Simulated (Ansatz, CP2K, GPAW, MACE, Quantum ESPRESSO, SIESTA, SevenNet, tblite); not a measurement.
**A faulty CP2K run on random rock-salt alloy of CaS and PbS (64 atoms)**

Program: CP2K 2026.2, a calculation on a cell of 12 Pb, 32 S and 20 Ca, 24.2 Å³ an atom.

The input, input.inp:

```
&GLOBAL
  PROJECT cell
  RUN_TYPE ENERGY_FORCE
  PRINT_LEVEL LOW
&END GLOBAL
&FORCE_EVAL
  METHOD QS
  STRESS_TENSOR ANALYTICAL
  &DFT
    BASIS_SET_FILE_NAME BASIS_MOLOPT_UZH
    POTENTIAL_FILE_NAME POTENTIAL_UZH
    &MGRID
      CUTOFF 600
      REL_CUTOFF 50
      NGRIDS 5
    &END MGRID
    &QS
      EPS_DEFAULT 1.0E-12
    &END QS
    &SCF
      SCF_GUESS ATOMIC
      EPS_SCF 1.0E-06
      MAX_SCF 3
      ADDED_MOS 38
      &DIAGONALIZATION
        ALGORITHM STANDARD
      &END DIAGONALIZATION
      &SMEAR ON
        METHOD FERMI_DIRAC
        ELECTRONIC_TEMPERATURE [K] 580
      &END SMEAR
      &MIXING
        METHOD BROYDEN_MIXING
        ALPHA 0.15
        NBROYDEN 8
      &END MIXING
      &PRINT
        &RESTART OFF
        &END RESTART
      &END PRINT
    &END SCF
    &XC
      &XC_FUNCTIONAL PBE
      &END XC_FUNCTIONAL
    &END XC
    &PRINT
      &MULLIKEN ON
      &END MULLIKEN
      &LOWDIN ON
      &END LOWDIN
      &MO ON
        EIGENVALUES T
        OCCUPATION_NUMBERS T
        MO_INDEX_RANGE 209 232
        &EACH
          QS_SCF 0
        &END EACH
        ADD_LAST NUMERIC
      &END MO
    &END PRINT
  &END DFT
  &SUBSYS
    &CELL
      A 11.56460 0.00000 0.00000
      B 0.00000 11.56460 0.00000
      C 0.00000 0.00000 11.56460
    &END CELL
    &TOPOLOGY
      COORD_FILE_NAME structure.xyz
      COORD_FILE_FORMAT XYZ
    &END TOPOLOGY
    &KIND Pb
      BASIS_SET DZVP-MOLOPT-PBE-GTH-q4
      POTENTIAL GTH-PBE-q4
    &END KIND
    &KIND S
      BASIS_SET DZVP-MOLOPT-PBE-GTH-q6
      POTENTIAL GTH-PBE-q6
    &END KIND
    &KIND Ca
      BASIS_SET DZVP-MOLOPT-PBE-GTH-q10
      POTENTIAL GTH-PBE-q10
    &END KIND
  &END SUBSYS
  &PRINT
    &FORCES ON
    &END FORCES
    &STRESS_TENSOR ON
    &END STRESS_TENSOR
  &END PRINT
&END FORCE_EVAL
```

The input, structure.xyz:

```xyz
64

Pb 11.51811 11.55419 11.49128
S 2.96539 11.55072 11.50805
Pb 11.53187 2.91555 2.95545
S 2.88999 2.89173 2.90850
Ca 2.81876 11.54806 2.89543
S 0.01596 0.01943 2.85542
Ca 2.91150 2.80858 0.01712
S 0.04822 2.79690 0.02556
Pb 0.11611 11.49822 5.83006
S 2.81274 0.00197 5.78947
[... 50 atom lines left out ...]
Pb 8.60788 5.72320 8.64419
S 5.73766 5.74876 8.66362
Pb 8.72295 8.78331 5.92223
S 5.80763 8.62152 5.89101
```

Command:

```
> OMP_NUM_THREADS=1 mpirun -np 4 cp2k.psmp -i input.inp > output.txt
```

Numbers of over 12 decimals in the logs are rounded to 6 here.

What it wrote:

```text
CP2K| version string:                                       CP2K version 2026.2
 CP2K| Input file name                                                 input.inp
 GLOBAL| Basis set file name                                    BASIS_MOLOPT_UZH
 GLOBAL| Potential file name                                       POTENTIAL_UZH
 GLOBAL| Run type                                                   ENERGY_FORCE
 GLOBAL| Total number of message passing processes                             4
 GLOBAL| Number of threads for this process                                    1
 TOTAL NUMBERS AND MAXIMUM NUMBERS
  Total number of            - Atomic kinds:                                   3
                             - Atoms:                                         64
                             - Shell sets:                                    64
                             - Shells:                                       340
                             - Primitive Cartesian functions:                296
                             - Cartesian basis functions:                    916
                             - Spherical basis functions:                    852
  Maximum angular momentum of- Orbital basis functions:                        2
                             - Local part of the GTH pseudopotential:          2
                             - Non-local part of the GTH pseudopotential:      4
 SCF PARAMETERS         Density guess:                                    ATOMIC
                        max_scf:                                               3
                        eps_scf:                                        1.00E-06
                        added MOs                                        38    0
                        Mixing method:                            BROYDEN_MIXING
                                                charge density mixing in g-space
                        Smear method:                                FERMI_DIRAC
                        Electronic temperature [K]:                        580.0
                        Electronic temperature [a.u.]:                  1.84E-03
                        Accuracy threshold:                             1.00E-10
 Extrapolation method: initial_guess
 Number of electrons:                                                        440
 Number of occupied orbitals:                                                220
 Number of molecular orbitals:                                               258
 Number of orbital functions:                                                852
 Number of independent orbital functions:                                    852
 SCF WAVEFUNCTION OPTIMIZATION
  Step     Update method      Time    Convergence         Total energy    Change
     1 NoMix/Diag. 0.15E+00    2.1     0.98707019     -1111.2570556363 -1.11E+03
     2 Broy./Diag. 0.15E+00    2.7     0.06267500     -1090.1366795081  2.11E+01
     3 Broy./Diag. 0.15E+00    2.7     0.17058347     -1099.6351220644 -9.50E+00
  Leaving inner SCF loop after reaching     3 steps.
  Electronic density on regular grids:       -440.0000000000        0.0000000000
  Core density on regular grids:              439.9999999994       -0.0000000006
  Total charge density on r-space grids:       -0.0000000005
  Total charge density g-space grids:          -0.0000000005
  Overlap energy of the core charge distribution:               6.8918e-10
  Self energy of the core charge distribution:              -2407.452971
  Core Hamiltonian energy:                                    561.640713
  Hartree energy:                                             934.567551
  Exchange-correlation energy:                               -188.390416
  Electronic entropic energy:                                  -1.65808e-08
  Fermi energy:                                                 0.225109
  Total energy:                                             -1099.635122
  Total energy (extrapolated to T->0):                      -1099.635122
 *   ___                                                                       *
 *  /   \                                                                      *
 * [ABORT]                                                                     *
 *  \___/     SCF run NOT converged. To continue the calculation regardless,   *
 *    |             please set the keyword IGNORE_CONVERGENCE_FAILURE.         *
 *  O/|                                                                        *
 * /| |                                                                        *
```

Run time: 11 s. Hardware: 4 MPI ranks of Arm Neoverse V2, shared host; peak memory 4.4 GiB.

Banners, paths, timers and routine set-up lines are dropped from the logs unmarked, and long logs keep their key lines alone; longer cuts are marked.

**Question.** What is wrong with this input?

Too few SCF iterations: iteration limit 3.

The run ended unconverged.

[Also dropped from logs without a mark: logging warnings of Python, and SIESTA's first energy breakdown and zero terms.]

[Logs are printed without paths, hosts, clocks, repeated set-up lines and the standing remarks that a program may print on its own settings, such as how far it seeks lower states.]

[Hosts, paths, dates, database ids (printed as entryN), source tags and the programs' standing remarks are cut or masked in the printed files.]
